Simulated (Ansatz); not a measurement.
# Lattice dynamics of NaCl (Fm-3m), part 2 of 2

The cell of NaCl (Fm-3m) is at rest. What are its phonons? After the zone centre comes a 4×4×4 q mesh on a 8×8×8 k mesh.

Ansatz 0.2.0; DFT PBEsol, scalar-relativistic, plane waves, PAW; PAW set soft_1.

So far. Step 2 (Modes at Γ): Before it was imposed, the acoustic sum rule was missed by 6.2e-4 eV/Å² and the charge sum rule by 6.7e-6 e. Small misses are needed for a sound result but don't prove that mesh and cutoff are converged. The lowest optical mode is real, 166 cm⁻¹.

The database entry behind the starting cell differs from later determinations by our own check (an axis about 0.4 % short against later determinations), so it need not match the best structure at ambient conditions.

**3. Phonons on a q mesh**

Stability and thermal properties need the whole zone. Linear response on a 4×4×4 q mesh gives force constants as far as a supercell of that size would, and the tensors from the zone-centre run are typed in so that the long-range dipole term is interpolated apart.

input.yaml

```yaml
crystal:
  lattice:
    - [0.0, 2.8009365265, 2.8009365265]
    - [2.8009365265, 0.0, 2.8009365265]
    - [2.8009365265, 2.8009365265, 0.0]
  atoms:
    - { symbol: Na, position: [0.0, 0.0, 0.0] }
    - { symbol: Cl, position: [0.5, 0.5, 0.5] }
kpoints:
  mp_grid: { grid: [8, 8, 8] }
hamiltonian:
  xc: pbesol
  pseudopotentials: { kind: paw, azcp: { folder: soft_1 }, xc_functional: pbe }
scf:
  occupations: { method: fixed }
output:
  eigenvalues: true
phonons:
  method: dfpt
  qmesh: [4, 4, 4]
  temperatures: { t_max: 1000, t_step: 50 }
  qpath:
    path:
      - [[0.0, 0.0, 0.0], [0.5, 0.0, 0.5], [0.625, 0.25, 0.625]]
      - [[0.375, 0.375, 0.75], [0.0, 0.0, 0.0], [0.5, 0.5, 0.5], [0.5, 0.25, 0.75], [0.5, 0.0, 0.5]]
    npoints: 10
  non_analytic_term:
    high_frequency_dielectric_tensor: [[2.5647, 0.0, 0.0], [0.0, 2.5647, 0.0], [0.0, 0.0, 2.5647]]
    born_effective_charges:
      - { species: Na, tensor: [[1.0916, 0.0, 0.0], [0.0, 1.0916, 0.0], [0.0, 0.0, 1.0916]] }
      - { species: Cl, tensor: [[-1.0916, 0.0, 0.0], [0.0, -1.0916, 0.0], [0.0, 0.0, -1.0916]] }
    source: "zone-centre run at this cell"
```

Command:

```sh
ansatz run input.yaml --threads 4 --pin off --max-ram 10240MiB --backend cpu --events-out ev --progress --plain --runs-dir out
```

Numbers of over 12 decimals in the logs are rounded to 6 here.

Log:

```text
[...]
Crystal: 2 atoms, lattice volume = 43.948 Å³
Basis set: ecut = 420 eV, 869 PW (Γ), exchange–correlation on 54×54×54 points (8 copies of the dense FFT grid, shifted against one another)
Bands: 12, of which v1, the nominal top of the filled ones, is band 8 counted from 1 (7 counted from 0)
Symmetry: 48 space group operations
k-points: 29 of 512
[...]
SCF iter   1: F=—  HF=-2541.281303 eV  |F-HF|=—  |Δ(HF+E_count)|=         —  Δρ=7.39e-2  dr2=2.01e0  ethr=3.10e-3  ⟨swp⟩=4.6  Hψ=2019  notcnv=0  defer=54
[...]
SCF iter   9: F=-2540.287763 eV  HF=-2540.287763 eV  |F-HF|=4.55e-13  |Δ(HF+E_count)|=  6.37e-12  Δρ=6.11e-8  dr2=1.01e-12  ethr=1.00e-12  ⟨swp⟩=8.1  Hψ=2179  notcnv=0
SCF 1 converged in 9 iterations: F = -2540.287763 eV  dr2 = 1.01e-12
[...]
NSCF: frozen V_eff on 29 k-points
[...]
DFPT response loops at q = (0, 0, 0) (fractional): preconditioner auto → none (the input reference at scf.mixing.eps_inf says where Resta's filter doesn't serve); β = 0.50; Broyden in place of MSR1
[...]
SCF converged after 9 iterations
Free energy (F): -2540.287763 eV
[...]
Internal energy: -2540.287763 eV  (E = F + TS)
E sigma→0 (E₀):  -2540.287763 eV
Fermi energy:    1.143322 eV
[...]
--- Band table (eV; the first three rows and the last of 29) ---
  k-point 0: bands = [... 4 lower, -11.5444, 1.1433, 1.1433, 1.1433, 6.1560, 12.0580, 12.0580, 12.0580]
  k-point 1: bands = [... 4 lower, -11.4938, 0.7508, 1.0999, 1.0999, 6.6678, 11.5202, 12.2542, 12.2542]
  k-point 2: bands = [... 4 lower, -11.3681, -0.0172, 0.9986, 0.9986, 7.6419, 11.0014, 12.3623, 12.3623]
  k-point 28: bands = [... 4 lower, -11.1120, -0.1154, -0.1154, 0.3475, 9.9397, 10.6872, 10.6872, 12.4174]
--- Phonons (Γ-DFPT): 2 representative perturbations + reference (Σ response iterations 6) ---
  ASR residual: 8.627e-5 → 0.000e0 eV/Å²; symmetrization residual: 6.270e-6 eV/Å²
  ASR residual per site (eV/Å²): 6.10e-5 8.63e-5
  Γ frequencies (cm⁻¹): 0.00 0.00 0.00 166.29 166.29 166.29
--- Phonons (arbitrary-q DFPT): 8 irreducible q on the 4×4×4 mesh ---
  q = [0.0000, 0.0000, 0.0000] (star 1, of the zone-centre solve; hermiticity 8.84e-6, symmetrization 4.90e-12): -0.00 0.00 0.00 166.29 166.29 166.29
  q = [0.0000, 0.0000, 0.2500] (star 8, 2 solved perturbations on 288 of 512 k-point pairs; hermiticity 2.92e-6, symmetrization 6.68e-13): 70.68 70.68 107.01 157.51 157.51 242.81
[...]
q = [0.0000, 0.2500, 0.2500] (star 6, 4 solved perturbations in 528 linear systems a pass and spin channel, the states on 164 of 512 k-point pairs; hermiticity 4.04e-6, symmetrization 4.61e-13): 60.01 60.01 132.17 170.52 170.52 204.43
[...]
sum rule: each row above includes the acoustic sum rule's correction from the zone centre's row sums; it moved no ω² by more than (0.85 cm⁻¹)²
  mesh force constants: q→R imaginary residual 3.81e-18; ASR residual 8.627e-5 → 0.000e0 eV/Å²; symmetrization residual 1.776e-15 eV/Å²
  interpolated dispersion: 63 rows × 6 modes
  density of states and harmonic sums: on the 20×20×20 q-mesh, interpolated from the force constants of a 4×4×4 supercell (with the dipole–dipole term of supplied tensors)
  largest difference from the sums on the solved wave vectors: F 1.24e-2 eV, S 1.64e-5 and C_V 4.00e-6 eV/K
  zero-point energy: 0.052923 eV/cell   skipped modes (ω ≤ 0): 3   left out of the sums: 6.25e-5 of the cell's modes: C_V's classical limit lies that fraction below 3 k_B per atom; for a crystal, a wire or a layer, F and S can be off by more, and a phonons.interpolated_qmesh denser along its periods is the remedy for the sampling
```

It took 47 s on 4 threads of Arm Neoverse V2, shared host; peak memory 0.84 GiB; 3 min of CPU time.

Numbers from this step:

```
sum-rule residual before enforcement                    : 8.63e-5 eV/Å²
lowest frequency on the path                            : 0 cm⁻¹
highest frequency on the path or at a solved wavevector : 254.9 cm⁻¹
mean frequency                                          : 142.3 cm⁻¹
Debye temperature (second moment)                       : 276 K
logarithmic mean frequency                              : 135 cm⁻¹
lowest mode on the q mesh (acoustic modes at Γ apart)   : 60.01 cm⁻¹
zero-point energy per atom                              : 26.46 meV
heat capacity at 300 K                                  : 23.92 J/(mol atoms K)
vibrational entropy at 300 K                            : 36.31 J/(mol atoms K)
```

Frequencies (cm⁻¹) solved at each irreducible wavevector; negative means imaginary. Frequencies by wavevector, by row:

```csv
q in reciprocal lattice units,star,mode 1,mode 2,mode 3,mode 4,mode 5,mode 6
0 0 0,1,0,0,0,166.3,166.3,166.3
0 0 0.25,8,70.7,70.7,107,157.5,157.5,242.8
0 0 -0.5,4,115.1,115.1,136.6,136.6,171.3,216.2
0 0.25 0.25,6,60,60,132.2,170.5,170.5,204.4
0 0.25 -0.5,24,93.6,120.7,135,160.6,173,189.6
0 0.25 -0.25,12,93.8,114.8,136.5,149.9,175.4,201.7
0 -0.5 -0.5,3,81.2,81.2,135.8,174.7,174.7,185.4
0.25 -0.5 -0.25,6,114.5,114.5,135,155.3,180.1,180.1
```

Interpolated from a 4×4×4 q mesh, with the LO-TO term (at Γ the limit along the path; where Γ stands inside the path, tables give the limit on arrival). The phonon branches at the labelled points (cm⁻¹):

```csv
point,branch 1,branch 2,branch 3,branch 4,branch 5,branch 6
Γ,0,0,0,166,166,255
halfway,60,60,132,170,170,204
X,81,81,136,175,175,185
halfway,86,97,133,171,176,185
U,98,126,129,162,178,182
jump to K,98,126,129,162,178,182
halfway,72,93,125,145,173,225
Γ,0,0,0,166,166,255
halfway,71,71,107,158,158,243
L,115,115,136,136,171,216
halfway,111,118,141,153,174,191
W,114,114,135,155,180,180
halfway,93,106,131,169,176,184
X,81,81,136,175,175,185
```

The phonon branches as a text plot (rows in cm⁻¹):

```
    250 |***                        ********
    239 |   *                    ***        **
    228 |                       *             **
    218 |    **                                 ***
    207 |      *               *                   **
    196 |                    **                      *
    186 |       *   ******* *                         **   ******
    175 |    ***********************             ****************
    165 |****    *      ***         ********    *           **
    154 |       * **       ****  ***        ****      ******
    143 |           *      **  **             ***  ******
    133 |      *     ******  **                  **      *** ****
    122 |                ***    *            *      ****   **
    112 |    **         *   ****            *   ************ *
    101 |              *  ** **  *             *            ***
     90 |   *          ***     **          *  *               **
     80 |         *****          ***         *                 **
     69 |       **              *         * *
     58 |  *   *                 ****      *
     48 |    **                   **     **
     37 |   *                       *
     27 | **                        **  **
     16 | *                          *  *
      5 |*                            **
         Γ           X  U|K            Γ         L        W     X
```

The phonon density of states has structure finer than the step of the table below, so its rows give means over 5 cm⁻¹, whole bins alone (the curve runs from 1 to 255 cm⁻¹). Peaks (cm⁻¹: height): 109.0: 0.0534, 117.0: 0.0595, 137.0: 0.088, 171.0: 0.0950, 177.0: 0.0876.

Tetrahedra on a 20×20×20 mesh, mean over bins of 2 cm-1. Interpolated from a 4×4×4 q mesh. Phonon density of states against wavenumber; means over each step:

```csv
wavenumber (cm⁻¹),phonon density of states (1/cm⁻¹/cell)
5,3.1e-5
10,1.0e-4
15,3.5e-4
20,6.6e-4
25,0.00110
30,0.00167
35,0.00234
40,0.00317
45,0.00423
50,0.00543
55,0.00697
60,0.00876
65,0.0110
70,0.0139
75,0.0177
80,0.0242
85,0.0300
90,0.0321
95,0.0341
100,0.0365
105,0.0403
110,0.0451
115,0.0435
120,0.0461
125,0.0220
130,0.0280
135,0.0634
140,0.0555
145,0.0318
150,0.0377
155,0.0490
160,0.0585
165,0.0632
170,0.0846
175,0.0757
180,0.0682
185,0.0286
190,0.0149
195,0.0136
200,0.0130
205,0.0127
210,0.0125
215,0.0121
220,0.0100
225,0.00857
230,0.00748
235,0.00646
240,0.00545
245,0.00431
250,0.00283
```

The partial phonon density of states has structure finer than the step of the table below, so its rows give means over 5 cm⁻¹, whole bins alone (the curve runs from -10 to 272 cm⁻¹). Peaks (cm⁻¹: height): Cl 117.6: 0.0354, 137.1: 0.0311, 170.8: 0.0403; Na 137.1: 0.0390, 177.9: 0.0461.

Phonopy on the run's constants, 17x17x17 mesh, Gaussian sigma 2.0 cm-1. Interpolated from a 4×4×4 q mesh. Table of partial phonon density of states by wavenumber; means over each step; values in 1/cm⁻¹/cell:

```csv
wavenumber (cm⁻¹),Cl,Na
-5,9.0e-6,6.0e-6
0,5.5e-5,3.7e-5
5,1.0e-5,6.9e-6
10,1.3e-5,9.0e-6
15,3.6e-4,2.3e-4
20,4.2e-4,2.7e-4
25,5.3e-4,3.4e-4
30,0.00135,8.6e-4
35,0.00147,9.3e-4
40,0.00154,9.7e-4
45,0.00303,0.00191
50,0.00332,0.00209
55,0.00411,0.00262
60,0.00580,0.00369
65,0.00623,0.00401
70,0.00894,0.00586
75,0.0108,0.00711
80,0.0144,0.00982
85,0.0174,0.0117
90,0.0200,0.0129
95,0.0204,0.0129
100,0.0230,0.0133
105,0.0251,0.0136
110,0.0313,0.0137
115,0.0330,0.0113
120,0.0294,0.0116
125,0.0189,0.0101
130,0.0173,0.0139
135,0.0255,0.0306
140,0.0260,0.0295
145,0.0164,0.0183
150,0.0175,0.0207
155,0.0229,0.0270
160,0.0248,0.0321
165,0.0281,0.0351
170,0.0383,0.0427
175,0.0362,0.0424
180,0.0265,0.0402
185,0.00947,0.0212
190,0.00295,0.0121
195,0.00238,0.0111
200,0.00243,0.0105
205,0.00240,0.00992
210,0.00257,0.0101
215,0.00253,0.00905
220,0.00265,0.00750
225,0.00251,0.00611
230,0.00240,0.00512
235,0.00218,0.00427
240,0.00193,0.00355
245,0.00160,0.00276
250,0.00111,0.00181
255,3.2e-4,5.1e-4
260,9.2e-6,1.7e-5
265,0,0
```

Second derivatives of the energy by pair, one row for each kind of neighbour of each atom listed. Each entry sums the pair over the periodic images of the supercell that the q mesh stands for, and in a polar crystal it holds the long-range dipole part too. Force constants by pair, by row:

```csv
atom,neighbour,distance (Å),third of the trace (eV/Å²),along the pair's line (eV/Å²)
Na1,itself,0,2.085,–
Na1,Cl,2.801,-0.3198,-0.6075
Na1,Na,3.961,0.0012,-0.2362
Na1,Cl,4.851,-0.0031,0.1002
Na1,Na,5.602,-0.0488,-0.1478
Na1,Cl,6.263,0.0115,0.0684
Na1,Na,6.861,-0.0063,-0.044
Cl2,itself,0,2.503,–
Cl2,Na,2.801,-0.3198,-0.6075
Cl2,Cl,3.961,-0.0524,-0.3227
Cl2,Na,4.851,-0.0031,0.1002
Cl2,Cl,5.602,-0.0043,-0.0648
Cl2,Na,6.263,0.0115,0.0684
Cl2,Cl,6.861,-0.0082,-0.0451
```

Harmonic thermodynamic functions per atom, from the density of states. Interpolated from a 4×4×4 q mesh. Thermodynamic functions, by row:

```csv
T (K),F_vib (meV/atom),S (J/mol-atom/K),C_V (J/mol-atom/K)
0,26.46,0,0
50,25.98,3.461,8.166
100,21.85,12.53,17.66
200,0.91,26.82,22.74
300,-32.1,36.31,23.92
400,-73.49,43.26,24.36
500,-121.2,48.72,24.57
600,-174.1,53.21,24.68
700,-231.3,57.02,24.75
800,-292.2,60.33,24.79
900,-356.2,63.25,24.82
1000,-423.2,65.86,24.85
```

Harmonic mean-square displacement, third of the trace. Interpolated from a 4×4×4 q mesh. Mean square displacements, by row:

```csv
T (K),Na1 U_eq (Å²),Cl2 U_eq (Å²)
0,0.00542,0.00404
100,0.00842,0.00688
300,0.02095,0.01779
600,0.04102,0.03501
```

Symmetry leaves 8 wavevectors to solve. The lowest mode among them, the acoustic zeros apart, lies at q = (0, 0.25, 0.25) and is real, 60.0 cm⁻¹.

**4. Isotope substitution**

An isotope changes the mass and not the force constants, so no new electronic calculation is needed; the shifts show which modes move this element.

The same force constants with the mass of Cl changed from 35.450 to 36.966 u (phonopy, no LO-TO term). Both lists are sorted by frequency; levels can cross, so a row need not hold one and the same mode. Modes under 3 cm⁻¹ are left out. Isotope shifts, by row:

```csv
q,rank,natural mass (cm⁻¹),changed mass (cm⁻¹)
0 0 0,4,166.3,164.9
0 0 0,5,166.3,164.9
0 0 0,6,166.3,164.9
0 0 0.25,1,70.68,69.73
0 0 0.25,2,70.68,69.73
0 0 0.25,3,107,105.5
0 0 0.25,4,157.5,156.4
0 0 0.25,5,157.5,156.4
0 0 0.25,6,242.8,241.1
0 0 -0.5,1,115.1,112.7
0 0 -0.5,2,115.1,112.7
0 0 -0.5,3,136.6,136.6
0 0 -0.5,4,136.6,136.6
0 0 -0.5,5,171.3,167.7
0 0 -0.5,6,216.2,216.2
0 0.25 0.25,1,60.01,59.27
0 0.25 0.25,2,60.01,59.27
0 0.25 0.25,3,132.2,130.4
0 0.25 0.25,4,170.5,169.1
0 0.25 0.25,5,170.5,169.1
0 0.25 0.25,6,204.4,202.9
```

A mode of this element alone would shift by -2.07 %. The highest zone-centre frequency without the field goes from 166.3 to 164.9 cm⁻¹ (-0.8 %). The product of the frequency ratios over all optical modes at Γ is 0.976; the product rule, (m/m′)^(3k/2) (M′/M)^(3/2) with k = 1 such atoms and M the mass of the cell, gives 0.976.

**5. Summary of results**

```json
{"space group (within 0.01 Å)": "Fm-3m", "volume per atom": "22.0 Å³", "gap on the k-mesh": "5.01 eV", "highest optical mode at the zone centre (no LO-TO term)": "166 cm⁻¹", "top of the zone-centre spectrum with the field": "255 cm⁻¹", "lowest optical zone-centre mode": "166 cm⁻¹", "mean high-frequency dielectric constant": "2.56", "mean static dielectric constant": "6.02", "largest Born charge (third of the trace)": "1.09 e", "lowest mode on the q mesh (acoustic modes at Γ apart)": "60.0 cm⁻¹", "highest frequency on the path or at a solved wavevector": "255 cm⁻¹", "zero-point energy per atom": "26.5 meV", "heat capacity at 300 K": "23.9 J/(mol atoms K)", "vibrational entropy at 300 K": "36.3 J/(mol atoms K)", "Debye temperature (second moment)": "276 K", "imaginary modes on the 4×4×4 q mesh": "none"}
```

The structure is a minimum as far as tested: no mode is imaginary at the 8 irreducible wavevectors of the 4×4×4 mesh, and the softest away from the acoustic zeros lies at 60 cm⁻¹. Without the field, the optical modes at Γ form one degenerate level at 166 cm⁻¹. With the macroscopic field of the longitudinal modes the top of the zone-centre spectrum lies at 255 cm⁻¹, against 166 cm⁻¹ without it. Lattice motion raises the mean dielectric constant from 2.565 to 6.024. The strongest infrared line is at 166 cm⁻¹. No mode is Raman active to first order. The PAW files were made for PBE and serve the other functionals too. These are harmonic frequencies at zero temperature: anharmonic shifts, linewidths and thermal expansion are left out.

[Logs are printed without paths, hosts, clocks, repeated set-up lines and the standing remarks that a program may print on its own settings, such as how far it seeks lower states.]

[Hosts, paths, dates, database ids (printed as entryN), source tags and the programs' standing remarks are cut or masked in the printed files.]
